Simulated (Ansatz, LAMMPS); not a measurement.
# Relaxing glassy 33SiO2-40B2O3-13K2O-13CaO (mol %) (55 atoms), part 2 of 3

How does glassy 33SiO2-40B2O3-13K2O-13CaO (mol %) (55 atoms) relax, and what do bonds, charges and levels look like afterwards?

Ansatz 0.2.0; Kohn-Sham DFT, r2SCAN, PAW (set soft_2), plane waves.

The cell: 5 Si, 12 B, 4 K, 2 Ca and 32 O. The quench rate of 20 K/ps is orders of magnitude faster than experiment. The starting topology of bonds comes from the classical model. Only the Γ point is sampled, in a cell whose shortest periodic width is 9 Å.

So far. Step 3 (Single point at the start): The r.m.s. force component of 1.1 eV/Å and the pressure of -7.3 GPa set the starting point.

## 4. Relaxation

The atoms are relaxed in the fixed cell, aiming at the force tolerance of the input.

The input, input.yaml:

```yaml
crystal:
  lattice:
    - [8.97168, 0.0, 0.0]
    - [0.0, 8.97168, 0.0]
    - [0.0, 0.0, 8.97168]
  atoms:
    [... the 55 atom lines of step 3 ...]
kpoints:
  mp_grid: { grid: [1, 1, 1] }
hamiltonian:
  xc: r2scan
scf:
  occupations: { method: fixed }
output:
  forces: true
relax:
  f_tol: 0.05
  max_steps: 200
```

The run is started by

```bash
> ansatz run input.yaml --threads 4 --pin off --max-ram 8192MiB --backend cpu --events-out ev --progress --plain --runs-dir out
```

Numbers of over 12 decimals in the logs are rounded to 6 here.

Output:

```text
[...]
Crystal: 55 atoms, lattice volume = 722.140 Å³
Basis set: ecut = 500 eV, 18325 PW (Γ), exchange–correlation on 288×288×288 points (64 copies of the dense FFT grid, shifted against one another)
Bands: 207, of which v1, the nominal top of the filled ones, is band 152 counted from 1 (151 counted from 0)
Symmetry: 1 space group operations
[...]
k-points: 1
[...]
SCF iter   1: F=—  HF=-33135.657996 eV  |F-HF|=—  |Δ(HF+E_count)|=         —  Δρ=9.11e-3  dr2=6.32e-1  dr2_τ=4.72e0  ethr=1.77e-3  ⟨swp⟩=6.0  Hψ=703  notcnv=0  defer=52
[...]
SCF iter   3: F=—  HF=-33137.334597 eV  |F-HF|=—  |Δ(HF+E_count)|=   1.24e-2  Δρ=1.73e-3  dr2=1.94e-2  dr2_τ=2.74e-3  ethr=4.11e-5  ⟨swp⟩=3.0  Hψ=271  notcnv=0  defer=41
automatic band count: iteration 3 solves 195 bands in place of 207: the levels show a gap, and the empty bands left out lie too high to hold charge; the band table lists the bands solved (type scf.n_extra_bands for more)
SCF iter   4: F=—  HF=-33137.333936 eV  |F-HF|=—  |Δ(HF+E_count)|=   6.61e-4  Δρ=7.06e-4  dr2=2.90e-3  dr2_τ=5.60e-4  ethr=6.37e-6  ⟨swp⟩=3.0  Hψ=311  notcnv=0  defer=41
[...]
SCF iter   7: F=-33137.333787 eV  HF=-33137.333786 eV  |F-HF|=9.41e-7  |Δ(HF+E_count)|=   7.47e-7  Δρ=3.05e-5  dr2=6.81e-6  dr2_τ=7.94e-7  ethr=2.06e-8  ⟨swp⟩=5.0  Hψ=612  notcnv=0
SCF 1 converged in 7 iterations: F = -33137.333787 eV  dr2 = 6.81e-6
[...]
relax step   1: F+E_penalty+E_count = -33137.33378651 eV  Δ(F+E_penalty+E_count) = +0.000e0 eV  max|allowed force component| = 3.760e0 eV/Å  Δτ_max = 0.0000 Å  (7 SCF iters, dr2 threshold 6.25e-5 eV, accepted)
[... from here on, the SCF cycles and remarks between the steps are left out ...]
relax step   2: F+E_penalty+E_count = -33139.96373038 eV  Δ(F+E_penalty+E_count) = -2.630e0 eV  max|allowed force component| = 2.205e0 eV/Å  Δτ_max = 0.1949 Å  (7 SCF iters, dr2 threshold 1.00e-4 eV, accepted)
relax step   3: F+E_penalty+E_count = -33141.27238578 eV  Δ(F+E_penalty+E_count) = -1.309e0 eV  max|allowed force component| = 1.029e0 eV/Å  Δτ_max = 0.1950 Å  (7 SCF iters, dr2 threshold 1.00e-4 eV, accepted)
relax step   4: F+E_penalty+E_count = -33141.90803585 eV  Δ(F+E_penalty+E_count) = -6.357e-1 eV  max|allowed force component| = 1.010e0 eV/Å  Δτ_max = 0.1926 Å  (7 SCF iters, dr2 threshold 1.00e-4 eV, accepted)
relax step   5: F+E_penalty+E_count = -33142.35552266 eV  Δ(F+E_penalty+E_count) = -4.475e-1 eV  max|allowed force component| = 7.610e-1 eV/Å  Δτ_max = 0.1967 Å  (7 SCF iters, dr2 threshold 1.00e-4 eV, accepted)
relax step   6: F+E_penalty+E_count = -33142.61258928 eV  Δ(F+E_penalty+E_count) = -2.571e-1 eV  max|allowed force component| = 5.270e-1 eV/Å  Δτ_max = 0.1946 Å  (7 SCF iters, dr2 threshold 1.00e-4 eV, accepted)
relax step   7: F+E_penalty+E_count = -33142.76737423 eV  Δ(F+E_penalty+E_count) = -1.548e-1 eV  max|allowed force component| = 4.809e-1 eV/Å  Δτ_max = 0.2000 Å  (7 SCF iters, dr2 threshold 1.00e-4 eV, accepted)
relax step   8: F+E_penalty+E_count = -33142.89145517 eV  Δ(F+E_penalty+E_count) = -1.241e-1 eV  max|allowed force component| = 3.578e-1 eV/Å  Δτ_max = 0.1940 Å  (6 SCF iters, dr2 threshold 1.00e-4 eV, accepted)
relax step   9: F+E_penalty+E_count = -33142.96087184 eV  Δ(F+E_penalty+E_count) = -6.942e-2 eV  max|allowed force component| = 2.239e-1 eV/Å  Δτ_max = 0.2000 Å  (7 SCF iters, dr2 threshold 7.09e-5 eV, accepted)
relax step  10: F+E_penalty+E_count = -33143.02239657 eV  Δ(F+E_penalty+E_count) = -6.152e-2 eV  max|allowed force component| = 1.796e-1 eV/Å  Δτ_max = 0.1967 Å  (7 SCF iters, dr2 threshold 1.96e-5 eV, accepted)
relax step  11: F+E_penalty+E_count = -33143.05623389 eV  Δ(F+E_penalty+E_count) = -3.384e-2 eV  max|allowed force component| = 2.014e-1 eV/Å  Δτ_max = 0.1974 Å  (7 SCF iters, dr2 threshold 1.26e-5 eV, accepted)
relax step  12: F+E_penalty+E_count = -33143.08602498 eV  Δ(F+E_penalty+E_count) = -2.979e-2 eV  max|allowed force component| = 4.561e-1 eV/Å  Δτ_max = 0.1928 Å  (6 SCF iters, dr2 threshold 2.61e-5 eV, accepted)
relax step  13: F+E_penalty+E_count = -33143.13225705 eV  Δ(F+E_penalty+E_count) = -4.623e-2 eV  max|allowed force component| = 2.027e-1 eV/Å  Δτ_max = 0.1947 Å  (6 SCF iters, dr2 threshold 1.00e-4 eV, accepted)
relax step  14: F+E_penalty+E_count = -33143.17538572 eV  Δ(F+E_penalty+E_count) = -4.313e-2 eV  max|allowed force component| = 2.290e-1 eV/Å  Δτ_max = 0.1915 Å  (7 SCF iters, dr2 threshold 8.12e-6 eV, accepted)
relax step  15: F+E_penalty+E_count = -33143.20486113 eV  Δ(F+E_penalty+E_count) = -2.948e-2 eV  max|allowed force component| = 2.038e-1 eV/Å  Δτ_max = 0.1950 Å  (7 SCF iters, dr2 threshold 1.04e-5 eV, accepted)
relax step  16: F+E_penalty+E_count = -33143.25938600 eV  Δ(F+E_penalty+E_count) = -5.452e-2 eV  max|allowed force component| = 6.315e-1 eV/Å  Δτ_max = 0.2000 Å  (7 SCF iters, dr2 threshold 3.29e-5 eV, accepted)
relax step  17: F+E_penalty+E_count = -33143.29349326 eV  Δ(F+E_penalty+E_count) = -3.411e-2 eV  max|allowed force component| = 3.028e-1 eV/Å  Δτ_max = 0.0635 Å  (5 SCF iters, dr2 threshold 1.00e-4 eV, accepted)
relax step  18: F+E_penalty+E_count = -33143.32594416 eV  Δ(F+E_penalty+E_count) = -3.245e-2 eV  max|allowed force component| = 1.997e-1 eV/Å  Δτ_max = 0.1456 Å  (6 SCF iters, dr2 threshold 2.11e-5 eV, accepted)
relax step  19: F+E_penalty+E_count = -33143.36711560 eV  Δ(F+E_penalty+E_count) = -4.117e-2 eV  max|allowed force component| = 2.825e-1 eV/Å  Δτ_max = 0.1989 Å  (7 SCF iters, dr2 threshold 9.17e-6 eV, accepted)
relax step  20: F+E_penalty+E_count = -33143.41989571 eV  Δ(F+E_penalty+E_count) = -5.278e-2 eV  max|allowed force component| = 3.035e-1 eV/Å  Δτ_max = 0.1951 Å  (6 SCF iters, dr2 threshold 3.47e-5 eV, accepted)
relax step  21: F+E_penalty+E_count = -33143.48300121 eV  Δ(F+E_penalty+E_count) = -6.311e-2 eV  max|allowed force component| = 2.586e-1 eV/Å  Δτ_max = 0.1932 Å  (6 SCF iters, dr2 threshold 9.21e-5 eV, accepted)
relax step  22: F+E_penalty+E_count = -33143.52255053 eV  Δ(F+E_penalty+E_count) = -3.955e-2 eV  max|allowed force component| = 3.096e-1 eV/Å  Δτ_max = 0.1941 Å  (6 SCF iters, dr2 threshold 4.86e-5 eV, accepted)
relax step  23: F+E_penalty+E_count = -33143.54530439 eV  Δ(F+E_penalty+E_count) = -2.275e-2 eV  max|allowed force component| = 1.987e-1 eV/Å  Δτ_max = 0.0601 Å  (6 SCF iters, dr2 threshold 6.96e-5 eV, accepted)
relax step  24: F+E_penalty+E_count = -33143.56298372 eV  Δ(F+E_penalty+E_count) = -1.768e-2 eV  max|allowed force component| = 1.996e-1 eV/Å  Δτ_max = 0.2000 Å  (7 SCF iters, dr2 threshold 1.63e-5 eV, accepted)
relax step  25: F+E_penalty+E_count = -33143.54790976 eV  Δ(F+E_penalty+E_count) = +1.507e-2 eV  max|allowed force component| = 4.732e-1 eV/Å  Δτ_max = 0.2000 Å  (6 SCF iters, dr2 threshold 1.64e-5 eV, rejected (line search))
relax step  26: F+E_penalty+E_count = -33143.58719764 eV  Δ(F+E_penalty+E_count) = -2.421e-2 eV  max|allowed force component| = 8.624e-2 eV/Å  Δτ_max = 0.0973 Å  (8 SCF iters, accepted)
relax step  27: F+E_penalty+E_count = -33143.59211461 eV  Δ(F+E_penalty+E_count) = -4.917e-3 eV  max|allowed force component| = 1.636e-1 eV/Å  Δτ_max = 0.0906 Å  (9 SCF iters, accepted)
relax step  28: F+E_penalty+E_count = -33143.59651361 eV  Δ(F+E_penalty+E_count) = -4.399e-3 eV  max|allowed force component| = 6.669e-2 eV/Å  Δτ_max = 0.0211 Å  (5 SCF iters, dr2 threshold 5.00e-6 eV, accepted)
relax step  29: F+E_penalty+E_count = -33143.57630071 eV  Δ(F+E_penalty+E_count) = +2.021e-2 eV  max|allowed force component| = 2.839e-1 eV/Å  Δτ_max = 0.0950 Å  (9 SCF iters, rejected (line search))
relax step  30: F+E_penalty+E_count = -33143.59873296 eV  Δ(F+E_penalty+E_count) = -2.219e-3 eV  max|allowed force component| = 1.409e-1 eV/Å  Δτ_max = 0.0337 Å  (9 SCF iters, accepted)
relax step  31: F+E_penalty+E_count = -33143.59899882 eV  Δ(F+E_penalty+E_count) = -2.659e-4 eV  max|allowed force component| = 1.326e-1 eV/Å  Δτ_max = 0.0037 Å  (4 SCF iters, dr2 threshold 3.30e-6 eV, accepted)
relax step  32: F+E_penalty+E_count = -33143.59729354 eV  Δ(F+E_penalty+E_count) = +1.705e-3 eV  max|allowed force component| = 1.788e-1 eV/Å  Δτ_max = 0.0329 Å  (5 SCF iters, dr2 threshold 1.56e-5 eV, rejected (line search))
relax step  33: F+E_penalty+E_count = -33143.60018952 eV  Δ(F+E_penalty+E_count) = -1.191e-3 eV  max|allowed force component| = 4.035e-2 eV/Å  Δτ_max = 0.0164 Å  (8 SCF iters, accepted)
[...]
SCF iter   2: F=-33143.600190 eV  HF=-33143.600190 eV  |F-HF|=9.52e-9  |Δ(HF+E_count)|=   7.34e-9  Δρ=6.00e-7  dr2=5.05e-9  dr2_τ=2.21e-10  ethr=4.91e-12  ⟨swp⟩=3.0  Hψ=473  notcnv=0
SCF 34 converged in 2 iterations: F = -33143.600190 eV  dr2 = 5.05e-9
SCF converged after 2 iterations
Free energy (F): -33143.600190 eV
[...]
Internal energy: -33143.600190 eV  (E = F + TS)
E sigma→0 (E₀):  -33143.600190 eV
Fermi energy:    3.376364 eV
[...]
--- Forces (eV/Å), atoms counted from 1 ---
  atom   1  Si    -0.00889406     0.00034961     0.00019152
  atom   2  Si     0.01363432     0.00485030    -0.00891094
  atom   3  Si    -0.00712641     0.00177227    -0.00130168
  atom   4  Si     0.00462933    -0.00393008    -0.00592481
  atom   5  Si     0.00450701     0.00602709     0.00324722
  atom   6  B      0.02735162     0.00087698    -0.04035019
  atom   7  B      0.00016056    -0.00598255    -0.00151702
  atom   8  B     -0.00733633     0.00179847    -0.00425359
  atom   9  B     -0.00481872     0.00150583     0.00725320
  atom  10  B      0.00422500    -0.00033655    -0.00201598
  atom  11  B      0.00656952    -0.02435568     0.00141974
  atom  12  B     -0.00420440     0.00277554    -0.00042239
  atom  13  B     -0.00173207     0.00270941    -0.00734766
  atom  14  B     -0.01022397     0.00398579    -0.01396781
[...]
atom  54  O      0.00644570     0.00629744     0.00138538
  atom  55  O      0.00524704    -0.00014235    -0.00346475
  max |Σ_I F_I| component: 6.15e-5 eV/Å
--- Relaxed structure (33 steps of the walk, 30 accepted, 0 SCFs on fresh bases) ---
  F+E_penalty+E_count = -33143.60018952 eV   max|allowed force component| = 4.035e-2 eV/Å
  atoms:
    - { symbol: Si, position: [0.710717, 0.154212, 0.784275] }
    - { symbol: Si, position: [0.525367, 0.369667, 0.389941] }
    - { symbol: Si, position: [0.447872, 0.772956, 0.130575] }
    - { symbol: Si, position: [0.407853, 0.368522, 0.074962] }
[...]
- { symbol: O, position: [0.574753, 0.772512, 0.268937] }
```

Wall time 8 min (4 threads of Arm Neoverse V1, shared host); peak memory 2.2 GiB; 31 min of CPU time.

Step by step (22 of 33):

| step | energy less that of the first step (eV) | largest force component (eV/Å) |
| --- | --- | --- |
| 1 | 0.0000 | 3.7597 |
| 3 | -3.9386 | 1.0286 |
| 4 | -4.5742 | 1.0101 |
| 6 | -5.2788 | 0.5270 |
| 7 | -5.4336 | 0.4809 |
| 9 | -5.6271 | 0.2239 |
| 10 | -5.6886 | 0.1796 |
| 12 | -5.7522 | 0.4561 |
| 13 | -5.7985 | 0.2027 |
| 15 | -5.8711 | 0.2038 |
| 16 | -5.9256 | 0.6315 |
| 18 | -5.9922 | 0.1997 |
| 19 | -6.0333 | 0.2825 |
| 21 | -6.1492 | 0.2586 |
| 22 | -6.1888 | 0.3096 |
| 24 | -6.2292 | 0.1996 |
| 25 | -6.2141 | 0.4732 |
| 27 | -6.2583 | 0.1636 |
| 28 | -6.2627 | 0.0667 |
| 30 | -6.2649 | 0.1409 |
| 31 | -6.2652 | 0.1326 |
| 33 | -6.2664 | 0.0403 |

Relaxation steps 25, 29, 32 were tried and not accepted.

The atoms that moved most (Å):

| atom | dx | dy | dz | length |
| --- | --- | --- | --- | --- |
| K18 | -0.866 | -1.748 | 0.096 | 1.953 |
| K20 | 0.772 | 1.370 | 0.620 | 1.691 |
| K19 | -0.674 | 1.228 | 0.838 | 1.632 |
| O46 | 0.224 | 1.242 | -0.661 | 1.424 |
| O36 | 0.392 | 0.305 | -1.229 | 1.326 |
| O53 | 0.109 | 0.146 | -0.870 | 0.889 |
| O37 | 0.194 | -0.546 | -0.590 | 0.827 |
| B6 | 0.141 | 0.150 | -0.743 | 0.772 |

The relaxation changed the energy by -114 meV/atom, and atoms moved by 0.62 Å r.m.s., 2.0 Å at most.

## 5. Structure statistics after relaxation

Bonds before and after, by the cutoffs listed below:

| pair | bonds before | bonds after | mean before (Å) | mean after (Å) | spread before (Å) | spread after (Å) |
| --- | --- | --- | --- | --- | --- | --- |
| O-B | 41 | 41 | 1.440 | 1.426 | 0.048 | 0.064 |
| O-Si | 20 | 20 | 1.639 | 1.628 | 0.032 | 0.031 |
| O-Ca | 14 | 14 | 2.525 | 2.457 | 0.106 | 0.118 |

Density 2.34 g/cm³, 13.13 Å³ an atom.

g(r), total and by pair (bins of 0.2 Å):

| r (Å) | total | O-O | O-B | O-Si | O-K | O-Ca | B-B |
| --- | --- | --- | --- | --- | --- | --- | --- |
| 1.30 | 1.73 | 0.00 | 6.80 | 0.00 | 0.00 | 0.00 | 0.00 |
| 1.50 | 2.33 | 0.00 | 8.29 | 2.17 | 0.00 | 0.00 | 0.00 |
| 1.70 | 1.21 | 0.00 | 0.00 | 11.40 | 0.00 | 0.00 | 0.00 |
| 1.90 | 0.00 | 0.00 | 0.00 | 0.00 | 0.00 | 0.00 | 0.00 |
| 2.10 | 0.00 | 0.00 | 0.00 | 0.00 | 0.00 | 0.00 | 0.00 |
| 2.30 | 1.10 | 2.83 | 0.00 | 0.00 | 0.00 | 3.33 | 0.00 |
| 2.50 | 1.33 | 2.84 | 0.00 | 0.00 | 0.73 | 5.20 | 1.90 |
| 2.70 | 1.20 | 1.56 | 0.00 | 0.00 | 2.75 | 1.93 | 4.38 |
| 2.90 | 0.86 | 0.61 | 0.26 | 0.20 | 3.02 | 0.53 | 0.50 |
| 3.10 | 1.04 | 0.70 | 1.17 | 0.55 | 0.92 | 1.85 | 0.00 |
| 3.30 | 0.83 | 0.67 | 1.03 | 0.82 | 0.41 | 0.41 | 0.00 |
| 3.50 | 1.07 | 0.46 | 1.59 | 1.62 | 0.56 | 1.14 | 0.67 |
| 3.70 | 1.15 | 0.73 | 1.91 | 1.80 | 0.50 | 1.65 | 0.30 |
| 3.90 | 1.07 | 0.59 | 1.57 | 2.49 | 0.44 | 0.00 | 1.56 |
| 4.10 | 0.95 | 0.91 | 0.89 | 0.85 | 1.20 | 1.85 | 0.69 |
| 4.30 | 1.04 | 1.39 | 0.77 | 0.89 | 0.98 | 1.22 | 0.89 |

Bonds by pair of elements; cutoffs follow the first minimum of g(r), held within bounds set by covalent radii, and pairs that aren't listed don't count as bonded:

| pair A-B | cutoff (Å) | bonds | mean length (Å) | spread (Å) | shortest (Å) | B about A | A about B |
| --- | --- | --- | --- | --- | --- | --- | --- |
| O-B | 1.83 | 41 | 1.43 | 0.064 | 1.31 | 1.28 | 3.42 |
| O-Si | 2.08 | 20 | 1.63 | 0.031 | 1.55 | 0.625 | 4 |
| O-K | 3.15 | 25 | 2.81 | 0.163 | 2.44 | 0.781 | 6.25 |
| O-Ca | 2.83 | 14 | 2.46 | 0.118 | 2.28 | 0.438 | 7 |

The cutoff for O-K falls short of the minimum of g(r), so counts run low and odd coordinations can be artefacts.

How many atoms have how many bonded neighbours:

| element | mean | 2 | 3 | 4 | 6 | 7 | 8 |
| --- | --- | --- | --- | --- | --- | --- | --- |
| B | 3.42 | 0 | 7 | 5 | 0 | 0 | 0 |
| Ca | 7 | 0 | 0 | 0 | 1 | 0 | 1 |
| K | 6.25 | 0 | 0 | 0 | 3 | 1 | 0 |
| O | 3.12 | 6 | 16 | 10 | 0 | 0 | 0 |
| Si | 4 | 0 | 0 | 5 | 0 | 0 | 0 |

Bond angles, per cent of each kind in bins of 5°:

| angle (°) | O-K-O | O-B-O | O-Ca-O | B-O-K | O-Si-O |
| --- | --- | --- | --- | --- | --- |
| 45–50 | 10.6 | 0.0 | 0.0 | 0.0 | 0.0 |
| 50–55 | 12.1 | 0.0 | 7.0 | 0.0 | 0.0 |
| 55–60 | 0.0 | 0.0 | 11.6 | 0.0 | 0.0 |
| 60–65 | 3.0 | 0.0 | 4.7 | 0.0 | 0.0 |
| 65–70 | 0.0 | 0.0 | 2.3 | 3.1 | 0.0 |
| 70–75 | 6.1 | 0.0 | 9.3 | 0.0 | 0.0 |
| 75–80 | 6.1 | 0.0 | 2.3 | 0.0 | 0.0 |
| 80–85 | 1.5 | 0.0 | 4.7 | 18.8 | 0.0 |
| 85–90 | 12.1 | 0.0 | 4.7 | 9.4 | 0.0 |
| 90–95 | 7.6 | 0.0 | 4.7 | 12.5 | 0.0 |
| 95–100 | 6.1 | 2.0 | 4.7 | 18.8 | 3.3 |
| 100–105 | 4.5 | 7.8 | 2.3 | 21.9 | 26.7 |
| 105–110 | 1.5 | 19.6 | 4.7 | 9.4 | 26.7 |
| 110–115 | 3.0 | 31.4 | 7.0 | 0.0 | 23.3 |
| 115–120 | 1.5 | 17.6 | 2.3 | 0.0 | 13.3 |
| 120–125 | 3.0 | 17.6 | 7.0 | 3.1 | 6.7 |
| 125–130 | 7.6 | 3.9 | 0.0 | 0.0 | 0.0 |
| 130–135 | 0.0 | 0.0 | 4.7 | 0.0 | 0.0 |
| 135–140 | 3.0 | 0.0 | 2.3 | 0.0 | 0.0 |
| 140–145 | 1.5 | 0.0 | 7.0 | 0.0 | 0.0 |
| 145–150 | 4.5 | 0.0 | 2.3 | 0.0 | 0.0 |
| 150–155 | 0.0 | 0.0 | 0.0 | 0.0 | 0.0 |
| 155–160 | 1.5 | 0.0 | 2.3 | 0.0 | 0.0 |
| 160–165 | 1.5 | 0.0 | 2.3 | 0.0 | 0.0 |
| 165–170 | 0.0 | 0.0 | 0.0 | 3.1 | 0.0 |
| 170–175 | 1.5 | 0.0 | 0.0 | 0.0 | 0.0 |

Bond angles (no mean is given where the spread exceeds 20°):

| angle | count | mean (°) | spread (°) |
| --- | --- | --- | --- |
| O-K-O | 66 | - | - |
| O-B-O | 51 | 114 | 6.5 |
| O-Ca-O | 43 | - | - |
| B-O-K | 32 | 97 | 16.4 |
| O-Si-O | 30 | 109 | 5.9 |

Oxygen atoms by the number of network formers (Si, P, Ge, B, Al, As, Ga) bound to them:

| network formers bound to O | O atoms | per cent |
| --- | --- | --- |
| 0 | 0 | 0 |
| 1 | 3 | 9.4 |
| 2 | 29 | 90.6 |

Network units: each former by its oxygen neighbours and how many of them bridge to another former:

| former | O neighbours | bridging O | atoms |
| --- | --- | --- | --- |
| Si | 4 | 3 | 1 |
| Si | 4 | 4 | 4 |
| B | 3 | 2 | 2 |
| B | 3 | 3 | 5 |
| B | 4 | 4 | 5 |

Bond length by coordination (bonds to H left out):

| element | coordination | atoms | mean bond length (Å) |
| --- | --- | --- | --- |
| B | 3 | 7 | 1.38 |
| B | 4 | 5 | 1.48 |
| Ca | 6 | 1 | 2.38 |
| Ca | 8 | 1 | 2.51 |
| K | 6 | 3 | 2.82 |
| K | 7 | 1 | 2.79 |
| O | 2 | 6 | 1.56 |
| O | 3 | 16 | 1.90 |
| O | 4 | 10 | 2.15 |

Rings of the network by King's shortest-path rule, up to 12 atoms, one path for each pair of neighbours; H, halogens, alkali and alkaline-earth atoms are left out, and the last column divides by all other atoms, bonded or not:

| ring size (atoms) | rings | per network atom |
| --- | --- | --- |
| 8 | 1 | 0.02 |
| 10 | 4 | 0.082 |
| 12 | 5 | 0.102 |

First main peaks of g(r), for some of the pairs, lie near 2.4 Å (O-O), 1.4 Å (O-B), 1.6 Å (O-Si), 2.8 Å (O-K), 2.4 Å (O-Ca) and 2.6 Å (B-B). 91 % of the oxygens bridge two formers (Si and B) and 9 % are non-bridging. Rings of 12 atoms are the most common (50 % of those counted); sizes run from 8 to 12, where the search stops.

(Part 2 of 3 ends here.)

[Logs are printed without paths, hosts, clocks, repeated set-up lines and the standing remarks that a program may print on its own settings, such as how far it seeks lower states.]

[Hosts, paths, dates, database ids (printed as entryN), source tags and the programs' standing remarks are cut or masked in the printed files.]
